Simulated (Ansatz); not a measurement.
# I on Ta(110), ontop start, 2x2 cell: photoemission fingerprints, part 4 of 4

Wanted: core-level shifts and unfolded surface bands for I on Ta(110), ontop start, 2x2 cell.

Ansatz 0.2.0; DFT, PBE, plane-wave PAW, default files, scalar-relativistic.

So far, work function, upper face (eV): step 2 (the clean face) 4.79; step 3 (relaxation) 3.86.

### 4. Layer-resolved bands, DOS and potential (continued)

Regions along c: top from 15.6 to 20.7 Å, middle from 11.0 to 13.2 Å, bottom from 3.5 to 8.9 Å. The top region begins above the slab's first layer, so it holds the added atoms alone, and the space between regions isn't listed.

The largest force component on a free atom is 0.035 eV/Å, a little over the usual target of 0.03 eV/Å. At the Fermi level the DOS is 20.72 states/eV a cell, and on the broadened curves Ta 5d holds 83 % of the total there.

### 5. With spin–orbit coupling

This step: DFT, PBE, plane-wave PAW, default files, with spin-orbit coupling (Ansatz 0.2.0).

Spin–orbit coupling splits and shifts levels of heavy atoms, so the bands are solved again with spinors.

File input.yaml:

```yaml
crystal:
  lattice:
    - [6.62, 0.0, 0.0]
    - [3.31, 4.6810468915, 0.0]
    - [0.0, 0.0, 24.7715703372]
  atoms:
    - { symbol: I, position: [0.2499647473, 0.0, 0.6734112191] }
    - { symbol: Ta, position: [-0.0239159294, 0.0, 0.5843001807] }
    - { symbol: Ta, position: [0.5238891382, 0.0, 0.5843102016] }
    - { symbol: Ta, position: [0.0001649271, 0.4995195766, 0.5824193108] }
    - { symbol: Ta, position: [0.4996845036, 0.5004804234, 0.5824193108] }
    - { symbol: Ta, position: [0.7500106275, 0.4999414147, 0.4915405887] }
    - { symbol: Ta, position: [0.2499520421, 0.5000585853, 0.4915405887] }
    - { symbol: Ta, position: [0.7499487141, 0.0, 0.4890185711] }
    - { symbol: Ta, position: [0.2499951829, 0.0, 0.4932900975] }
    - { symbol: Ta, position: [0.0, 0.0, 0.397250691] }
    - { symbol: Ta, position: [0.5, 0.0, 0.397250691] }
    - { symbol: Ta, position: [0.0, 0.5, 0.397250691] }
    - { symbol: Ta, position: [0.5, 0.5, 0.397250691] }
    - { symbol: Ta, position: [0.75, 0.5, 0.302766433] }
    - { symbol: Ta, position: [0.25, 0.5, 0.302766433] }
    - { symbol: Ta, position: [0.75, 0.0, 0.302766433] }
    - { symbol: Ta, position: [0.25, 0.0, 0.302766433] }
kpoints:
  mp_grid: { grid: [8, 8, 1] }
  band_path:
    path:
      - [[0.5, 0.0, 0.0], [0.0, 0.0, 0.0], [0.0, 0.5, 0.0]]
      - [[0.5, 0.5, 0.0], [0.0, 0.0, 0.0], [0.5, -0.5, 0.0]]
    npoints: 15
scf:
  occupations: { method: fermi_dirac, width: 0.05 }
  n_extra_bands: 42
hamiltonian:
  xc: pbe
  pseudopotentials: { kind: paw_fr }
output:
  forces: true
  write_potential: true
  volumetric_format: []
  fatbands: true
efield:
  axis: 3
  dipole_correction: true
magnetization:
  noncollinear: true
  spin_orbit: true
```

Launch:

```bash
ansatz run input.yaml --threads 8 --pin off --max-ram 20480MiB --backend cpu --events-out ev --progress --plain --runs-dir out
```

Numbers of over 12 decimals in the logs are rounded to 6 here.

Output:

```text
scf.n_extra_bands = 42 over 225 filled bands (N_el = 225.0): the run solves 267 bands
Engine: ansatz 0.2.0, aarch64-unknown-linux-gnu
Pseudopotentials: kind: paw_fr
Pseudopotential: I, paw_fr, valence charge 17, recommended cutoff 420 eV (normal), I.paw.azcp#standard-fr
Pseudopotential: Ta, paw_fr, valence charge 13, recommended cutoff 420 eV (normal), Ta.paw.azcp#standard-fr
Functional definition: PBE
  parameter kappa = 0.804
  parameter beta = 0.066725
  exchange = pbe_x(kappa = kappa, mu = beta*pi^2/3)
  correlation = pbe_c(beta = beta)
non-collinear run that drives no moment, with spin-orbit: no starting moment large enough to seed its density (crystal.atoms[].spin), no starting occupations that ask for one, no magnetisation constraint and no magnetic field, so the semilocal B_xc is pinned to zero
Crystal: 17 atoms, lattice volume = 767.635 Å³
Basis set: ecut = 420 eV, 15055 PW (Γ), exchange–correlation on 90×80×360 points (8 copies of the dense FFT grid, shifted against one another)
Bands: 267, of which v1, the nominal top of the filled ones, is band 225 counted from 1 (224 counted from 0)
Symmetry: 2 space group operations + 2 with time reversal
Space group: Cm (ITA 8), of the structure as read, at distance tolerance 9.2e-5 Å
k-points: 21 of 64 (time reversal used)
Projection manifold: j_resolved (fully-relativistic pseudo-atomic orbitals)
Non-local potential: I, projectors of the file, l = 0: 2, l = 1: 4, l = 2: 4, l = 3: 4
Non-local potential: Ta, projectors of the file, l = 0: 3, l = 1: 4, l = 2: 4, l = 3: 2
PAW form: soft (Blöchl's): semilocal exchange-correlation on the pseudo side does not see the compensation charge
PAW one-centre angular grid: I, 590 points (default); XC on 96 Gauss nodes
PAW one-centre angular grid: Ta, 590 points (default); XC on 64 Gauss nodes
Initial density: superposition of atomic densities (neutral atoms: chi_scale 0, normalization atom)
Initial wavefunctions: pseudopotential atomic-orbital guess
Functional: x = pbe(κ = 0.804, μ = 0.219515), c = pbe(β = 0.066725)
SCF iter   1: F=—  HF=-166798.306788 eV  |F-HF|=—  |Δ(HF+E_count)|=         —  Δρ=4.06e-2  dr2=1.88e2  dr2_m=0.00e0 (ungated)  ethr=3.10e-3  |M|=0.00e0 ∫|m|=0.00e0 μB  |m|>n=0.0e0 m-floor=0.0e0 τ_xc=0.0e0  β_m=1.00  p=0.000 e·Å  D=6.19e-9 V/Å  ΔV_dip=-0.00 eV  dr2_dipole=1.14e0  V_vac-E_F(+/−)=7.45/7.45 eV  ⟨swp⟩=8.8  Hψ=30387  notcnv=0  defer=149
efield: sawtooth ramp at fractional position 0.9381 (placed from the atoms, in the widest stretch of the axis that holds none; the zero of the levels goes with the place), width 0.1000; the density the first Hamiltonian is built on has a dipole p = 0.000 e·Å; the dipole correction subtracts the counter field D = 6.19e-9 V/Å, which shifts the + side's vacuum level by -0.00 eV against the − side's; the planar-averaged density in the ramp window peaks in size at 4.4e-6 e/Å³
[...]
SCF iter   6: F=—  HF=-166786.249360 eV  |F-HF|=—  |Δ(HF+E_count)|=   1.25e-3  Δρ=3.35e-4  dr2=5.08e-3  dr2_m=0.00e0 (ungated)  ethr=1.43e-5  |M|=0.00e0 ∫|m|=0.00e0 μB  |m|>n=0.0e0 m-floor=0.0e0 τ_xc=0.0e0  β_m=0.68  p=0.181 e·Å  D=4.26e-2 V/Å  ΔV_dip=-1.05 eV  dr2_dipole=2.88e-5  V_vac-E_F(+/−)=3.81/4.87 eV  ⟨swp⟩=2.0  Hψ=8421  notcnv=0  defer=363
SCF iter   7: F=—  HF=-166786.249109 eV  |F-HF|=—  |Δ(HF+E_count)|=   2.51e-4  Δρ=9.83e-5  dr2=3.04e-4  dr2_m=0.00e0 (ungated)  ethr=2.26e-6  |M|=0.00e0 ∫|m|=0.00e0 μB  |m|>n=0.0e0 m-floor=0.0e0 τ_xc=0.0e0  β_m=0.71  p=0.175 e·Å  D=4.12e-2 V/Å  ΔV_dip=-1.02 eV  dr2_dipole=1.81e-9  V_vac-E_F(+/−)=3.83/4.86 eV  ⟨swp⟩=2.2  Hψ=9161  notcnv=0  defer=363
SCF iter   8: F=—  HF=-166786.249127 eV  |F-HF|=—  |Δ(HF+E_count)|=   1.78e-5  Δρ=4.08e-5  dr2=3.73e-5  dr2_m=0.00e0 (ungated)  ethr=1.35e-7  |M|=0.00e0 ∫|m|=0.00e0 μB  |m|>n=0.0e0 m-floor=0.0e0 τ_xc=0.0e0  β_m=0.68  p=0.173 e·Å  D=4.08e-2 V/Å  ΔV_dip=-1.01 eV  dr2_dipole=4.94e-8  V_vac-E_F(+/−)=3.83/4.85 eV  ⟨swp⟩=3.0  Hψ=9866  notcnv=0  defer=363
SCF iter   9: F=—  HF=-166786.248688 eV  |F-HF|=—  |Δ(HF+E_count)|=   4.39e-4  Δρ=1.37e-5  dr2=6.50e-6  dr2_m=0.00e0 (ungated)  ethr=1.66e-8  |M|=0.00e0 ∫|m|=0.00e0 μB  |m|>n=0.0e0 m-floor=0.0e0 τ_xc=0.0e0  β_m=0.68  p=0.172 e·Å  D=4.05e-2 V/Å  ΔV_dip=-1.00 eV  dr2_dipole=8.07e-7  V_vac-E_F(+/−)=3.84/4.84 eV  ⟨swp⟩=3.0  Hψ=10215  notcnv=0  defer=363
SCF iter  10: F=—  HF=-166786.248688 eV  |F-HF|=—  |Δ(HF+E_count)|=   4.74e-7  Δρ=5.02e-6  dr2=5.05e-7  dr2_m=0.00e0 (ungated)  ethr=2.89e-9  |M|=0.00e0 ∫|m|=0.00e0 μB  |m|>n=0.0e0 m-floor=0.0e0 τ_xc=0.0e0  β_m=0.68  p=0.172 e·Å  D=4.05e-2 V/Å  ΔV_dip=-1.00 eV  dr2_dipole=6.38e-8  V_vac-E_F(+/−)=3.83/4.84 eV  ⟨swp⟩=2.2  Hψ=7395  notcnv=0  defer=363
SCF iter  11: F=-166786.248689 eV  HF=-166786.248689 eV  |F-HF|=3.28e-8  |Δ(HF+E_count)|=   2.28e-7  Δρ=1.64e-6  dr2=4.30e-8  dr2_m=0.00e0 (ungated)  ethr=4.44e-11  |M|=0.00e0 ∫|m|=0.00e0 μB  |m|>n=0.0e0 m-floor=0.0e0 τ_xc=0.0e0  p=0.172 e·Å  D=4.05e-2 V/Å  ΔV_dip=-1.00 eV  dr2_dipole=2.44e-9  V_vac-E_F(+/−)=3.83/4.84 eV  ⟨swp⟩=32.0  Hψ=57489  notcnv=0
SCF 1 converged in 11 iterations: F = -166786.248689 eV  dr2 = 4.30e-8
[...]
NSCF: frozen V_eff on 62 k-points
WARN: pass on a band path, mesh or list of k-points: the 62 k-points are solved 8 at a time at the most, because the 17.60 GiB of host memory that the pass is priced against does not hold them all with the solver's workspace as planned. The pass can take longer, above all where fewer k-points are solved at a time than the run has threads. As a rule a larger memory budget leaves room for more at once. The budget is what a run with no `--max-ram-frac` typed is planned for, 0.8 of the host's memory or its container's limit. More memory there lifts it, and so does a share over 0.88 that is typed (of such a share the budget is ten elevenths): [rest of the remark cut]
efield: sawtooth ramp at fractional position 0.9381 (kept from the solve that this one continues, or follows in the run), width 0.1000; the density the first Hamiltonian is built on has a dipole p = 0.172 e·Å; the dipole correction subtracts the counter field D = 4.05e-2 V/Å, which shifts the + side's vacuum level by -1.00 eV against the − side's; the planar-averaged density in the ramp window peaks in size at 6.4e-6 e/Å³
```

Elapsed: 30 min, on 8 threads of Arm Neoverse V2, shared host; peak memory 15 GiB.

The run was cut off at the time limit after its SCF cycle had converged; no result of it is taken.

### 6. Z+1 stand-in on atom 2

This step: DFT, PBE, plane-wave PAW, default files, scalar-relativistic (Ansatz 0.2.0).

System of this step: Ta15WI. The cell holds 17 atoms: 1 I, 1 W and 15 Ta. Its edges and angles: a = 6.620 Å, b = 5.733 Å, c = 24.772 Å, α = 90.0°, β = 90.0°, γ = 54.7°. It derives from Ta. Regions: ad, 1 atom (1 I); L1, 4 atoms (1 W and 3 Ta); L2, 4 atoms (4 Ta); L3, 4 atoms (4 Ta); rest, 4 atoms (4 Ta). Vacuum lies along c.

An atom with a screened core hole acts much like the next element, so total energies with that element on different sites give core-level shifts.

Changes to input.yaml since step 5:

```diff
@@ -7,3 +7,3 @@
     - { symbol: I, position: [0.2499647473, 0.0, 0.6734112191] }
-    - { symbol: Ta, position: [-0.0239159294, 0.0, 0.5843001807] }
+    - { symbol: W, position: [-0.0239159294, 0.0, 0.5843001807] }
     - { symbol: Ta, position: [0.5238891382, 0.0, 0.5843102016] }
@@ -25,13 +25,8 @@
   mp_grid: { grid: [8, 8, 1] }
-  band_path:
-    path:
-      - [[0.5, 0.0, 0.0], [0.0, 0.0, 0.0], [0.0, 0.5, 0.0]]
-      - [[0.5, 0.5, 0.0], [0.0, 0.0, 0.0], [0.5, -0.5, 0.0]]
-    npoints: 15
 scf:
   occupations: { method: fermi_dirac, width: 0.05 }
-  n_extra_bands: 42
+  n_extra_bands: 16
 hamiltonian:
   xc: pbe
-  pseudopotentials: { kind: paw_fr }
+  pseudopotentials: { kind: paw }
 output:
@@ -40,3 +35,2 @@
   volumetric_format: []
-  fatbands: true
 efield:
@@ -44,4 +38 @@
   dipole_correction: true
-magnetization:
-  noncollinear: true
-  spin_orbit: true
```

Output:

```text
[...]
Crystal: 17 atoms, lattice volume = 767.635 Å³
Basis set: ecut = 420 eV, 15055 PW (Γ), exchange–correlation on 90×80×360 points (8 copies of the dense FFT grid, shifted against one another)
Bands: 129, of which v1, the nominal top of the filled ones, is band 113 counted from 1 (112 counted from 0)
Symmetry: 2 space group operations
[...]
k-points: 21 of 64 (time reversal used)
[...]
SCF iter   1: F=—  HF=-166874.716430 eV  |F-HF|=—  |Δ(HF+E_count)|=         —  Δρ=6.24e-3  dr2=7.00e0  ethr=1.77e-3  p=0.151 e·Å  D=3.56e-2 V/Å  ΔV_dip=-0.88 eV  dr2_dipole=1.19e0  V_vac-E_F(+/−)=4.06/4.95 eV  ⟨swp⟩=10.8  Hψ=13301  notcnv=0  defer=14
[...]
SCF iter   8: F=-166874.521191 eV  HF=-166874.521191 eV  |F-HF|=1.04e-8  |Δ(HF+E_count)|=   1.99e-7  Δρ=2.39e-6  dr2=9.67e-8  ethr=4.42e-11  p=0.174 e·Å  D=4.10e-2 V/Å  ΔV_dip=-1.02 eV  dr2_dipole=4.23e-10  V_vac-E_F(+/−)=3.82/4.84 eV  ⟨swp⟩=25.1  Hψ=25748  notcnv=0
SCF 1 converged in 8 iterations: F = -166874.521191 eV  dr2 = 9.67e-8
[...]
SCF converged after 8 iterations
Free energy (F): -166874.521191 eV
[...]
Internal energy: -166874.354831 eV  (E = F + TS)
E sigma→0 (E₀):  -166874.438011 eV
Entropy (-TS):   -0.166361 eV (-9.786 meV/atom)
Fermi energy:    5.074535 eV
Dipole field:    D = 0.041052 V/Å  (p = 0.174151 e·Å, saw-weighted, corrected)
Work function:   Φ+ = 3.8196 eV   Φ− = 4.8365 eV
[...]
--- Forces (eV/Å), atoms counted from 1 ---
  atom   1  I     -0.14942118     0.00000000    -0.33269233
  atom   2  W     -0.02505563    -0.00000000    -0.65877907
  atom   3  Ta    -0.02196493     0.00000000     0.01101070
  atom   4  Ta     0.12379771     0.14084782     0.27303932
  atom   5  Ta     0.12379771    -0.14084782     0.27303932
  atom   6  Ta    -0.01195209     0.10531352    -0.00008365
  atom   7  Ta    -0.01195209    -0.10531352    -0.00008365
  atom   8  Ta     0.17242963    -0.00000000     0.44409344
  atom   9  Ta    -0.20458401     0.00000000     0.11234627
  atom  10  Ta     0.08248081    -0.00000000    -0.46899875
  atom  11  Ta    -0.08224592     0.00000000    -0.50966790
  atom  12  Ta     0.00835230     0.01416838    -0.38609537
  atom  13  Ta     0.00835230    -0.01416838    -0.38609537
  atom  14  Ta    -0.00387681    -0.00049940     0.39109183
  atom  15  Ta    -0.00387681     0.00049940     0.39109183
  atom  16  Ta    -0.01390026     0.00000000     0.39761139
  atom  17  Ta     0.00961226    -0.00000000     0.44933447
  max |Σ_I F_I| component: 1.62e-4 eV/Å
--- Band table (eV; the first three rows and the last of 21) ---
  k-point 0: bands = [... 109 lower, 5.1839, 5.2596, 5.4556, 5.5048, 5.5854, 6.0446, 6.1223, 6.1922, ... 12 higher]
  k-point 1: bands = [... 109 lower, 5.1472, 5.2709, 5.3662, 5.5670, 5.5946, 5.8144, 5.8894, 5.9563, ... 12 higher]
  k-point 2: bands = [... 109 lower, 5.1325, 5.1599, 5.2469, 5.3165, 5.4020, 5.5396, 5.5974, 5.6541, ... 12 higher]
  k-point 20: bands = [... 109 lower, 4.3972, 4.4128, 4.6030, 4.6469, 4.6747, 4.7947, 4.9693, 5.1643, ... 12 higher]
```

The job ended after 40 s (8 threads; peak memory 4.3 GiB; 5.3 min of CPU time).

Numbers from this step:

```yaml
free_energy: -166874.5212 eV
energy_at_zero_smearing: -166874.4380 eV
smearing_term_ts: 0.1664 eV
fermi_energy: 5.075 eV
```

### 7. Z+1 stand-in on atom 3

System of this step: Ta15WI. The cell holds 17 atoms: 1 I, 15 Ta and 1 W. Cell: a = 6.620 Å, b = 5.733 Å, c = 24.772 Å, α = 90.0°, β = 90.0°, γ = 54.7°. It derives from Ta. Regions: ad, 1 atom (1 I); L1, 4 atoms (3 Ta and 1 W); L2, 4 atoms (4 Ta); L3, 4 atoms (4 Ta); rest, 4 atoms (4 Ta). Vacuum lies along c.

The same swap on atom 3.

Changes to input.yaml since step 6:

```diff
@@ -7,4 +7,4 @@
     - { symbol: I, position: [0.2499647473, 0.0, 0.6734112191] }
-    - { symbol: W, position: [-0.0239159294, 0.0, 0.5843001807] }
-    - { symbol: Ta, position: [0.5238891382, 0.0, 0.5843102016] }
+    - { symbol: Ta, position: [-0.0239159294, 0.0, 0.5843001807] }
+    - { symbol: W, position: [0.5238891382, 0.0, 0.5843102016] }
     - { symbol: Ta, position: [0.0001649271, 0.4995195766, 0.5824193108] }
```

Output:

```text
[...]
Crystal: 17 atoms, lattice volume = 767.635 Å³
Basis set: ecut = 420 eV, 15055 PW (Γ), exchange–correlation on 90×80×360 points (8 copies of the dense FFT grid, shifted against one another)
Bands: 129, of which v1, the nominal top of the filled ones, is band 113 counted from 1 (112 counted from 0)
Symmetry: 2 space group operations
[...]
k-point 0: bands = [... 109 lower, 5.1840, 5.2598, 5.4557, 5.5048, 5.5855, 6.0447, 6.1224, 6.1922, ... 12 higher]
  k-point 1: bands = [... 109 lower, 5.1474, 5.2710, 5.3662, 5.5671, 5.5947, 5.8144, 5.8895, 5.9564, ... 12 higher]
  k-point 2: bands = [... 109 lower, 5.1326, 5.1600, 5.2472, 5.3163, 5.4021, 5.5397, 5.5975, 5.6541, ... 12 higher]
  k-point 20: bands = [... 109 lower, 4.3973, 4.4127, 4.6031, 4.6470, 4.6747, 4.7948, 4.9693, 5.1644, ... 12 higher]
[key lines of the parts left out:]
SCF converged after 9 iterations
Free energy (F): -166874.521398 eV
Fermi energy:    5.074618 eV
Dipole field:    D = 0.041040 V/Å  (p = 0.174099 e·Å, saw-weighted, corrected)
Work function:   Φ+ = 3.8196 eV   Φ− = 4.8362 eV
```

Elapsed: 47 s, on 8 threads; peak memory 4.3 GiB.

This step gave:

```
free energy             : -166874.5214 eV
energy at zero smearing : -166874.4382 eV
```

### 8. Z+1 stand-in on atom 10

System of this step: Ta15WI. The cell holds 17 atoms: 1 I, 15 Ta and 1 W. Its edges and angles: a = 6.620 Å, b = 5.733 Å, c = 24.772 Å, α = 90.0°, β = 90.0°, γ = 54.7°. It derives from Ta. Regions: ad, 1 atom (1 I); L1, 4 atoms (4 Ta); L2, 4 atoms (4 Ta); L3, 4 atoms (1 W and 3 Ta); rest, 4 atoms (4 Ta). Vacuum lies along c.

The same swap on atom 10.

Changes to input.yaml since step 7:

```diff
@@ -8,3 +8,3 @@
     - { symbol: Ta, position: [-0.0239159294, 0.0, 0.5843001807] }
-    - { symbol: W, position: [0.5238891382, 0.0, 0.5843102016] }
+    - { symbol: Ta, position: [0.5238891382, 0.0, 0.5843102016] }
     - { symbol: Ta, position: [0.0001649271, 0.4995195766, 0.5824193108] }
@@ -15,3 +15,3 @@
     - { symbol: Ta, position: [0.2499951829, 0.0, 0.4932900975] }
-    - { symbol: Ta, position: [0.0, 0.0, 0.397250691] }
+    - { symbol: W, position: [0.0, 0.0, 0.397250691] }
     - { symbol: Ta, position: [0.5, 0.0, 0.397250691] }
```

Output:

```text
[...]
Crystal: 17 atoms, lattice volume = 767.635 Å³
Basis set: ecut = 420 eV, 15055 PW (Γ), exchange–correlation on 90×80×360 points (8 copies of the dense FFT grid, shifted against one another)
Bands: 129, of which v1, the nominal top of the filled ones, is band 113 counted from 1 (112 counted from 0)
Symmetry: 2 space group operations
[...]
k-point 0: bands = [... 109 lower, 5.1924, 5.2371, 5.3929, 5.4159, 5.5651, 6.0084, 6.1197, 6.2094, ... 12 higher]
  k-point 1: bands = [... 109 lower, 5.1270, 5.2753, 5.3120, 5.5098, 5.5307, 5.8047, 5.9101, 5.9351, ... 12 higher]
  k-point 2: bands = [... 109 lower, 5.1210, 5.1730, 5.2610, 5.3057, 5.4167, 5.5097, 5.5937, 5.6487, ... 12 higher]
  k-point 20: bands = [... 109 lower, 4.3874, 4.4155, 4.6011, 4.6415, 4.6464, 4.8002, 4.9988, 5.1382, ... 12 higher]
[key lines of the parts left out:]
SCF converged after 8 iterations
Free energy (F): -166874.866331 eV
Fermi energy:    5.068724 eV
Dipole field:    D = 0.039111 V/Å  (p = 0.165919 e·Å, saw-weighted, corrected)
Work function:   Φ+ = 3.8544 eV   Φ− = 4.8232 eV
```

Wall time 43 s (8 threads); peak memory 4.3 GiB.

Numbers from this step:

```
free energy             : -166874.8663 eV
energy at zero smearing : -166874.7846 eV
smearing term TS        : 0.1635 eV
Fermi energy            : 5.069 eV
```

### 9. Shifts from the Z+1 runs

An atom with a screened core hole acts like the next element, so the difference of two such total energies is the shift between the two sites; positive is more bound. Shifts count from the last listed atom of each element.

| atom | region | replaced by | shell meant | free energy (eV) | shift (eV) |
| --- | --- | --- | --- | --- | --- |
| Ta2 | layer 1 | W | 4f | -166874.521 | +0.35 |
| Ta3 | layer 1 | W | 4f | -166874.521 | +0.34 |
| Ta10 | layer 3 | W | 4f | -166874.866 | +0.00 |

The stand-in's nearest image is 5.7 Å away. The method gives no absolute levels and the same shift for every shell of an atom. Sites with equal energies can be equivalent by symmetry.

### 10. What came out

| Property | Result |
| --- | --- |
| work function | 3.85 eV (other face 4.84 eV) |
| change from the clean face | -0.94 eV |
| Ta 5d centre of the filled part above −10 eV, from the plotted curve, layer 1 | -1.74 eV |
| Ta 5d centre of the filled part above −10 eV, from the plotted curve, layer 3 | -1.79 eV |
| Ta core shifts among the listed atoms, from the last listed one | +0.00 to +0.35 eV |

**Reading.** The Fermi level of I on Ta(110), ontop start, 2x2 cell lies 3.85 eV (other face 4.84 eV) below the vacuum, a change of -0.94 eV from the clean face. Only the strongest levels a point were stored, too few to count surface states. The group slid 1.6 Å sideways from its starting site. After relaxation I1 stands 2.23 Å above the top layer, bonded to 4 Ta atoms at 2.86 to 3.25 Å. The bare lower face differs from the lower face of the clean 1×1 slab by 0.02 eV, a measure of the error from mesh and slab. Core shifts by the Z+1 route: Ta +0.00 to +0.35 eV. Among the sites run, the most bound Ta 4f level is that of Ta2 (layer 1), tied with Ta3, bonded to 10 Ta and 1 I; the least bound, 0.35 eV shallower, that of Ta10 (layer 3), bonded to 14 Ta. At 21.2 eV the valence spectrum has its highest listed peaks within 10.8 eV at 0.3 eV (Ta 5d), 1.4 eV (Ta 5d) and 2.9 eV (Ta 5d). At 1486.7 eV the valence spectrum has its highest listed peaks within 13 eV at 0.3 eV (Ta 5d), 1.4 eV (Ta 5d) and 2.9 eV (Ta 5d). The shell named is the one with most of the intensity, cross sections included, not always the one with most states there. Spin–orbit coupling is left out, which matters for the heavy atoms here. The slab's own atoms span 7.0 Å, so bulk bands appear as a few quantum-well levels, and states of the two faces can mix.

[Logs are printed without paths, hosts, clocks, repeated set-up lines and the standing remarks that a program may print on its own settings, such as how far it seeks lower states.]

[Hosts, paths, dates, database ids (printed as entryN), source tags and the programs' standing remarks are cut or masked in the printed files.]

[Maps of the electrostatic potential energy from Ansatz leave out the sawtooth potential of an applied field or a dipole correction, so their vacuum need not be flat; work functions include it.]
